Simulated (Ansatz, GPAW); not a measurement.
# A 7-layer slab of Ir(111): work function by functional and basis, part 2 of 3

Wanted: work functions and dipole of a 7-layer slab of Ir(111), with the cost of each level.

GPAW 26.7.0 and Ansatz 0.2.0; Ansatz plane waves; slab in vacuum with a dipole correction, relaxation (the session's first sound run).

So far, upper work function (eV): step 2 (relaxation) 5.49.

**3. Plane waves, PBE**

With the geometry fixed, the planar mean of the potential gives the vacuum level on each side.

This step: GPAW, PAW setups; slab in vacuum (GPAW 26.7.0).

Input file run.py:

```python
import json
import numpy as np
from ase import Atoms
from gpaw import GPAW, PW

slab = Atoms(
    ['Ir', 'Ir', 'Ir', 'Ir', 'Ir', 'Ir', 'Ir'],
    positions=[
        [0.00000, 0.00000, 9.00000],
        [1.35765, 0.78384, 11.21703],
        [2.71529, 1.56767, 13.43405],
        [0.00000, 0.00000, 15.68725],
        [1.35765, 0.78384, 17.93865],
        [2.71529, 1.56767, 20.16979],
        [0.00000, 0.00000, 22.36758]],
    cell=[[2.71529, 0.0, 0.0], [1.35765, 2.35151, 0.0], [0.0, 0.0, 31.30215]],
    pbc=[True, True, False])

slab.calc = GPAW(mode=PW(400), xc='PBE', kpts={'size': (13, 13, 1), 'gamma': True},
                 occupations={'name': 'fermi-dirac', 'width': 0.1}, nbands='160%',
                 convergence={'density': 1e-05}, maxiter=200,
                 poissonsolver={'dipolelayer': 'xy'},
                 symmetry={'tolerance': 1e-3}, txt='slab.txt')
result = {}
energy = slab.get_potential_energy()
fermi = slab.calc.get_fermi_level()
v = slab.calc.get_electrostatic_potential().mean((0, 1)) - fermi
n = slab.calc.get_pseudo_density().mean((0, 1))
L = slab.cell[2, 2]
z = np.arange(len(v)) * L / len(v)
low, high = slab.positions[:, 2].min(), slab.positions[:, 2].max()
below, above = np.interp([low - 6.8, high + 6.8], z, v)
slopes = [np.interp(x, z, np.gradient(v, z)) for x in (low - 6.8, high + 6.8)]
eps = np.array([[slab.calc.get_eigenvalues(k, s) for k in range(len(slab.calc.get_ibz_k_points()))]
                for s in range(slab.calc.get_number_of_spins())]) - fermi
top, bottom = eps[eps < 0].max(), eps[eps > 0].min()
dipole = slab.get_dipole_moment()[2]
print(f'energy {energy:.4f} eV, Fermi level {fermi:.4f} eV, dipole {dipole:.5f} e A')
print(f'potential 6.8 A off the faces, from the Fermi level: lower {below:.4f} eV, upper {above:.4f} eV')
print(f'slope of the potential there: lower {slopes[0]:.5f}, upper {slopes[1]:.5f} eV/A')
print(f'nearest levels on the mesh: {top:.4f} and {bottom:.4f} eV')
print('magnetic moment', round(slab.get_magnetic_moment(), 3))
result.update(energy=energy, fermi=fermi, dipole=dipole, below=below, above=above, slopes=slopes, edges=[top, bottom],
              z=z.tolist(), v=v.tolist(), n=n.tolist(), positions=slab.positions.tolist(),
              forces=slab.get_forces(apply_constraint=False).tolist(), moments=slab.get_magnetic_moments().tolist())
json.dump(result, open('result.json', 'w'))
```

The run is started by

```
> OMP_NUM_THREADS=1 OPENBLAS_NUM_THREADS=1 python run.py
```

The program printed:

```text
energy -63.6252 eV, Fermi level 4.6026 eV, dipole 0.00044 e A
potential 6.8 A off the faces, from the Fermi level: lower 5.4908 eV, upper 5.4868 eV
slope of the potential there: lower -0.00019, upper 0.00008 eV/A
nearest levels on the mesh: -0.0063 and 0.0048 eV
magnetic moment 0.0
```

Wall time 12 min (1 thread of Intel Xeon Platinum 8259CL at 2.50GHz (Skylake/Cascade Lake), shared host); peak memory 0.31 GiB.

Numbers from this step:

| Item | Value |
| --- | --- |
| dipole along the normal | 4.40e-4 e·Å |
| levels nearest the Fermi level on the mesh | -0.006267, 0.004800 eV from the Fermi level |
| upper work function | 5.487 eV |
| lower work function | 5.491 eV |

The electrostatic potential energy of an electron (without an applied field's), less the Fermi level, planar mean oscillates, so the rows of the table below give means over windows of 2.24 Å about each position, cut where the curve ends. Its maxima inside the range that stand out by 2 % of the span (Å: eV): 10.1: -1.76, 12.4: -2.04, 14.6: -1.65, 16.8: -1.65, 19.1: -1.87, 21.3: -1.99. Its minima: 9.0: -30.7, 11.2: -31.3, 13.4: -31.4, 15.7: -31.2, 17.9: -31.1, 20.1: -31.3, 22.4: -30.9.

The electrostatic potential energy of an electron (without an applied field's), less the Fermi level, planar mean by z; means over each step:

```csv
z (Å),"electrostatic potential energy of an electron (without an applied field's), less the Fermi level, planar mean (eV)"
1.12,5.49
3.36,5.49
5.60,5.46
7.84,-3.96
10.08,-14.8
12.32,-15.1
14.56,-14.5
16.80,-14.5
19.04,-14.9
21.28,-15.2
23.52,-4.11
25.76,5.46
28.00,5.49
30.24,5.49
```

The pseudo valence density, planar mean oscillates, so the rows of the table below give means over windows of 2.24 Å about each position, cut where the curve ends. Its maxima inside the range that stand out by 2 % of the span (Å: e/Å³): 8.9: 2.25, 11.3: 2.24, 13.4: 2.28, 15.8: 2.23, 17.9: 2.26, 20.2: 2.25, 22.4: 2.28. Its minima: 10.2: 0.393, 12.4: 0.380, 14.5: 0.367, 16.8: 0.361, 19.0: 0.385, 21.3: 0.394.

Table of pseudo valence density, planar mean by z; means over each step:

```csv
z (Å),"pseudo valence density, planar mean (e/Å³)"
3.36,2.6e-6
5.60,0.00116
7.84,0.485
10.08,1.07
12.32,1.07
14.56,1.04
16.80,1.04
19.04,1.06
21.28,1.09
23.52,0.495
25.76,0.00119
28.00,2.7e-6
```

Force by atom:

```csv
atom,x (eV/Å),y (eV/Å),z (eV/Å),size
Ir1,0.000,0.000,0.205,0.205
Ir2,0.000,0.000,-0.286,0.286
Ir3,0.000,0.000,0.104,0.104
Ir4,0.000,0.000,0.004,0.004
Ir5,0.000,0.000,-0.004,0.004
Ir6,0.000,0.000,0.008,0.008
Ir7,0.000,0.000,-0.031,0.031
```

The potential is flat to 1.9e-4 eV/Å where it is read, so the vacuum is wide enough. The geometry is the other program's minimum; here the largest force on a free atom is 0.031 eV/Å.

**4. Self-consistent run: xc = "LDA"**

The same geometry under LDA, to see how far the functional moves the levels against the vacuum.

run.py: that of step 3 with these lines changed.

```diff
@@ -18,3 +18,3 @@
 
-slab.calc = GPAW(mode=PW(400), xc='PBE', kpts={'size': (13, 13, 1), 'gamma': True},
+slab.calc = GPAW(mode=PW(400), xc='LDA', kpts={'size': (13, 13, 1), 'gamma': True},
                  occupations={'name': 'fermi-dirac', 'width': 0.1}, nbands='160%',
```

The program printed:

```text
energy -73.4584 eV, Fermi level 4.2532 eV, dipole 0.00045 e A
potential 6.8 A off the faces, from the Fermi level: lower 5.8453 eV, upper 5.8409 eV
slope of the potential there: lower -0.00019, upper 0.00011 eV/A
nearest levels on the mesh: -0.0011 and 0.0069 eV
magnetic moment 0.0
```

It took 10 min on 1 thread; peak memory 0.31 GiB.

This step gave:

```
dipole along the normal                    : 4.52e-4 e·Å
levels nearest the Fermi level on the mesh : -0.001076, 0.006927 eV from the Fermi level
upper work function                        : 5.841 eV
lower work function                        : 5.845 eV
```

The electrostatic potential energy of an electron (without an applied field's), less the Fermi level, planar mean oscillates, so the rows of the table below give means over windows of 2.24 Å about each position, cut where the curve ends. Its maxima inside the range that stand out by 2 % of the span (Å: eV): 10.1: -1.39, 12.4: -1.67, 14.6: -1.28, 16.8: -1.28, 19.1: -1.50, 21.3: -1.61. Its minima: 9.0: -30.4, 11.2: -31.0, 13.4: -31.1, 15.7: -30.9, 17.9: -30.8, 20.1: -30.9, 22.4: -30.6.

Table of electrostatic potential energy of an electron (without an applied field's), less the Fermi level, planar mean by z; means over each step:

z (Å), electrostatic potential energy of an electron (without an applied field's), less the Fermi level, planar mean (eV) and a bar from the least value:
```
     1.12        5.8 ##############################
     3.36        5.8 ##############################
     5.60        5.8 ##############################
     7.84       -3.6 ################
    10.08      -14.5 
    12.32      -14.7 
    14.56      -14.1 #
    16.80      -14.2 #
    19.04      -14.5 
    21.28      -14.8 
    23.52       -3.8 ################
    25.76        5.8 ##############################
    28.00        5.8 ##############################
    30.24        5.8 ##############################
```

The pseudo valence density, planar mean oscillates, so the rows of the table below give means over windows of 2.24 Å about each position, cut where the curve ends. Its maxima inside the range that stand out by 2 % of the span (Å: e/Å³): 8.9: 2.25, 11.3: 2.24, 13.4: 2.28, 15.8: 2.23, 17.9: 2.26, 20.2: 2.25, 22.4: 2.28. Its minima: 10.2: 0.394, 12.4: 0.381, 14.5: 0.368, 16.8: 0.361, 19.0: 0.385, 21.3: 0.394.

The pseudo valence density, planar mean by z; means over each step:

z (Å), pseudo valence density, planar mean (e/Å³) and a bar:
```
     3.36       0.00 
     5.60       0.00 
     7.84       0.49 #############
    10.08       1.07 ##############################
    12.32       1.07 ##############################
    14.56       1.04 #############################
    16.80       1.04 #############################
    19.04       1.06 #############################
    21.28       1.09 ##############################
    23.52       0.49 ##############
    25.76       0.00 
    28.00       0.00
```

Force by atom:

```csv
atom,x (eV/Å),y (eV/Å),z (eV/Å),size
Ir1,0.000,0.000,0.944,0.944
Ir2,0.000,0.000,-0.289,0.289
Ir3,0.000,0.000,0.062,0.062
Ir4,0.000,0.000,0.006,0.006
Ir5,0.000,0.000,0.020,0.020
Ir6,0.000,0.000,0.050,0.050
Ir7,0.000,0.000,-0.793,0.793
```

The upper face's work function is 5.841 eV, against 5.487 eV in the first plane-wave PBE run at this geometry.

**5. OptPBE vdW: xc = "optPBE-vdW"**

The same geometry under optPBE-vdW, to see how far the functional moves the levels against the vacuum (the van der Waals functionals take revPBE setups).

run.py: that of step 4 with these lines changed.

```diff
@@ -18,3 +18,3 @@
 
-slab.calc = GPAW(mode=PW(400), xc='LDA', kpts={'size': (13, 13, 1), 'gamma': True},
+slab.calc = GPAW(mode=PW(400), xc='optPBE-vdW', kpts={'size': (13, 13, 1), 'gamma': True},
                  occupations={'name': 'fermi-dirac', 'width': 0.1}, nbands='160%',
```

The program printed:

```text
energy -177.6105 eV, Fermi level 4.5089 eV, dipole 0.00043 e A
potential 6.8 A off the faces, from the Fermi level: lower 5.6409 eV, upper 5.6370 eV
slope of the potential there: lower -0.00020, upper 0.00010 eV/A
nearest levels on the mesh: -0.0025 and 0.0131 eV
magnetic moment 0.0
```

Run time: 9.5 min. Hardware: 1 thread; peak memory 0.45 GiB.

Numbers from this step:

```
dipole along the normal                    : 4.35e-4 e·Å
levels nearest the Fermi level on the mesh : -0.002487, 0.01311 eV from the Fermi level
upper work function                        : 5.637 eV
lower work function                        : 5.641 eV
```

The electrostatic potential energy of an electron (without an applied field's), less the Fermi level, planar mean oscillates, so the rows of the table below give means over windows of 2.24 Å about each position, cut where the curve ends. Its maxima inside the range that stand out by 2 % of the span (Å: eV): 10.1: -1.84, 12.4: -2.11, 14.6: -1.72, 16.8: -1.72, 19.1: -1.95, 21.3: -2.06. Its minima: 9.0: -30.5, 11.2: -31.2, 13.4: -31.2, 15.7: -31.1, 17.9: -31.0, 20.1: -31.1, 22.4: -30.7.

The electrostatic potential energy of an electron (without an applied field's), less the Fermi level, planar mean by z; means over each step:

```csv
z (Å),"electrostatic potential energy of an electron (without an applied field's), less the Fermi level, planar mean (eV)"
1.12,5.64
3.36,5.64
5.60,5.61
7.84,-3.89
10.08,-14.8
12.32,-15.0
14.56,-14.4
16.80,-14.5
19.04,-14.8
21.28,-15.1
23.52,-4.03
25.76,5.60
28.00,5.64
30.24,5.64
```

The upper face's work function is 5.637 eV, against 5.487 eV in the first plane-wave PBE run at this geometry.

**6. Self-consistent run: xc = "RPBE"**

The same geometry under RPBE, to see how far the functional moves the levels against the vacuum.

run.py: that of step 5 with these lines changed.

```diff
@@ -18,3 +18,3 @@
 
-slab.calc = GPAW(mode=PW(400), xc='optPBE-vdW', kpts={'size': (13, 13, 1), 'gamma': True},
+slab.calc = GPAW(mode=PW(400), xc='RPBE', kpts={'size': (13, 13, 1), 'gamma': True},
                  occupations={'name': 'fermi-dirac', 'width': 0.1}, nbands='160%',
```

The program printed:

```text
energy -59.3752 eV, Fermi level 4.7124 eV, dipole 0.00045 e A
potential 6.8 A off the faces, from the Fermi level: lower 5.3408 eV, upper 5.3365 eV
slope of the potential there: lower -0.00019, upper 0.00010 eV/A
nearest levels on the mesh: -0.0013 and 0.0030 eV
magnetic moment 0.0
```

Elapsed: 9.4 min, on 1 thread; peak memory 0.31 GiB.

This step gave:

```
dipole along the normal                    : 4.52e-4 e·Å
levels nearest the Fermi level on the mesh : -0.001277, 0.002999 eV from the Fermi level
upper work function                        : 5.337 eV
lower work function                        : 5.341 eV
```

The electrostatic potential energy of an electron (without an applied field's), less the Fermi level, planar mean oscillates, so the rows of the table below give means over windows of 2.24 Å about each position, cut where the curve ends. Its maxima inside the range that stand out by 2 % of the span (Å: eV): 10.1: -1.85, 12.4: -2.13, 14.6: -1.74, 16.8: -1.73, 19.1: -1.96, 21.3: -2.07. Its minima: 9.0: -30.7, 11.2: -31.4, 13.4: -31.4, 15.7: -31.3, 17.9: -31.2, 20.1: -31.3, 22.4: -31.0.

Electrostatic potential energy of an electron (without an applied field's), less the Fermi level, planar mean against z; means over each step:

```csv
z (Å),"electrostatic potential energy of an electron (without an applied field's), less the Fermi level, planar mean (eV)"
1.12,5.34
3.36,5.34
5.60,5.31
7.84,-4.07
10.08,-14.9
12.32,-15.2
14.56,-14.6
16.80,-14.6
19.04,-14.9
21.28,-15.2
23.52,-4.21
25.76,5.31
28.00,5.34
30.24,5.34
```

The upper face's work function is 5.337 eV, against 5.487 eV in the first plane-wave PBE run at this geometry.

**7. Self-consistent run: xc = "revPBE"**

The same geometry under revPBE, to see how far the functional moves the levels against the vacuum.

run.py: that of step 6 with these lines changed.

```diff
@@ -18,3 +18,3 @@
 
-slab.calc = GPAW(mode=PW(400), xc='RPBE', kpts={'size': (13, 13, 1), 'gamma': True},
+slab.calc = GPAW(mode=PW(400), xc='revPBE', kpts={'size': (13, 13, 1), 'gamma': True},
                  occupations={'name': 'fermi-dirac', 'width': 0.1}, nbands='160%',
```

The program printed:

```text
energy -60.1821 eV, Fermi level 4.6917 eV, dipole 0.00042 e A
potential 6.8 A off the faces, from the Fermi level: lower 5.3597 eV, upper 5.3562 eV
slope of the potential there: lower -0.00019, upper 0.00013 eV/A
nearest levels on the mesh: -0.0027 and 0.0038 eV
magnetic moment 0.0
```

The job ended after 9.1 min (1 thread; peak memory 0.31 GiB).

This step gave:

- dipole along the normal: 4.24e-4 e·Å
- levels nearest the Fermi level on the mesh: -0.002676, 0.003804 eV from the Fermi level
- upper work function: 5.356 eV
- lower work function: 5.360 eV

The electrostatic potential energy of an electron (without an applied field's), less the Fermi level, planar mean oscillates, so the rows of the table below give means over windows of 2.24 Å about each position, cut where the curve ends. Its maxima inside the range that stand out by 2 % of the span (Å: eV): 10.1: -1.83, 12.4: -2.11, 14.6: -1.71, 16.8: -1.71, 19.1: -1.93, 21.3: -2.05. Its minima: 9.0: -30.7, 11.2: -31.4, 13.4: -31.4, 15.7: -31.3, 17.9: -31.2, 20.1: -31.3, 22.4: -30.9.

Table of electrostatic potential energy of an electron (without an applied field's), less the Fermi level, planar mean by z; means over each step:

z (Å), electrostatic potential energy of an electron (without an applied field's), less the Fermi level, planar mean (eV) and a bar from the least value:
```
     1.12        5.4 ##############################
     3.36        5.4 ##############################
     5.60        5.3 ##############################
     7.84       -4.0 ################
    10.08      -14.9 
    12.32      -15.1 
    14.56      -14.5 #
    16.80      -14.6 #
    19.04      -14.9 
    21.28      -15.2 
    23.52       -4.2 ################
    25.76        5.3 ##############################
    28.00        5.4 ##############################
    30.24        5.4 ##############################
```

The upper face's work function is 5.356 eV, against 5.487 eV in the first plane-wave PBE run at this geometry.

**8. Self-consistent run: xc = "vdW-DF2"**

The same geometry under vdW-DF2, to see how far the functional moves the levels against the vacuum (the van der Waals functionals take revPBE setups).

run.py: that of step 7 with these lines changed.

```diff
@@ -18,3 +18,3 @@
 
-slab.calc = GPAW(mode=PW(400), xc='revPBE', kpts={'size': (13, 13, 1), 'gamma': True},
+slab.calc = GPAW(mode=PW(400), xc='vdW-DF2', kpts={'size': (13, 13, 1), 'gamma': True},
                  occupations={'name': 'fermi-dirac', 'width': 0.1}, nbands='160%',
```

The program printed:

```text
energy -1148.8715 eV, Fermi level 4.6377 eV, dipole 0.00046 e A
potential 6.8 A off the faces, from the Fermi level: lower 5.7105 eV, upper 5.7059 eV
slope of the potential there: lower -0.00021, upper 0.00008 eV/A
nearest levels on the mesh: -0.0074 and 0.0096 eV
magnetic moment 0.0
```

It took 11 min on 1 thread; peak memory 0.46 GiB.

This step gave:

```yaml
dipole_along_the_normal: 4.61e-4 e·Å
levels_nearest_the_fermi_level_on_the_mesh: -0.007422, 0.009629 eV from the Fermi level
upper_work_function: 5.706 eV
lower_work_function: 5.710 eV
```

The upper face's work function is 5.706 eV, against 5.487 eV in the first plane-wave PBE run at this geometry.

**9. Real-space grid: mode = "fd"**

A real-space grid is a second complete basis, so it checks the plane-wave result.

run.py: that of step 8 with these lines changed.

```diff
@@ -3,3 +3,3 @@
 from ase import Atoms
-from gpaw import GPAW, PW
+from gpaw import GPAW
 
@@ -18,3 +18,3 @@
 
-slab.calc = GPAW(mode=PW(400), xc='vdW-DF2', kpts={'size': (13, 13, 1), 'gamma': True},
+slab.calc = GPAW(mode='fd', h=0.18, xc='PBE', kpts={'size': (13, 13, 1), 'gamma': True},
                  occupations={'name': 'fermi-dirac', 'width': 0.1}, nbands='160%',
```

The program printed:

```text
energy -64.1673 eV, Fermi level -5.4893 eV, dipole 0.00041 e A
potential 6.8 A off the faces, from the Fermi level: lower 5.4912 eV, upper 5.4875 eV
slope of the potential there: lower -0.00000, upper -0.00001 eV/A
nearest levels on the mesh: -0.0029 and 0.0034 eV
magnetic moment 0.0
```

Wall time 83 min (1 thread); peak memory 1.2 GiB.

This step gave:

| Item | Value |
| --- | --- |
| dipole along the normal | 4.07e-4 e·Å |
| levels nearest the Fermi level on the mesh | -0.002944, 0.003386 eV from the Fermi level |
| upper work function | 5.488 eV |
| lower work function | 5.491 eV |

The upper face's work function is 5.488 eV, against 5.487 eV in the first plane-wave PBE run at this geometry.

(Continued in part 3 of 3.)

[Logs are printed without paths, hosts, clocks, repeated set-up lines and the standing remarks that a program may print on its own settings, such as how far it seeks lower states.]

[Hosts, paths, dates, database ids (printed as entryN), source tags and the programs' standing remarks are cut or masked in the printed files.]
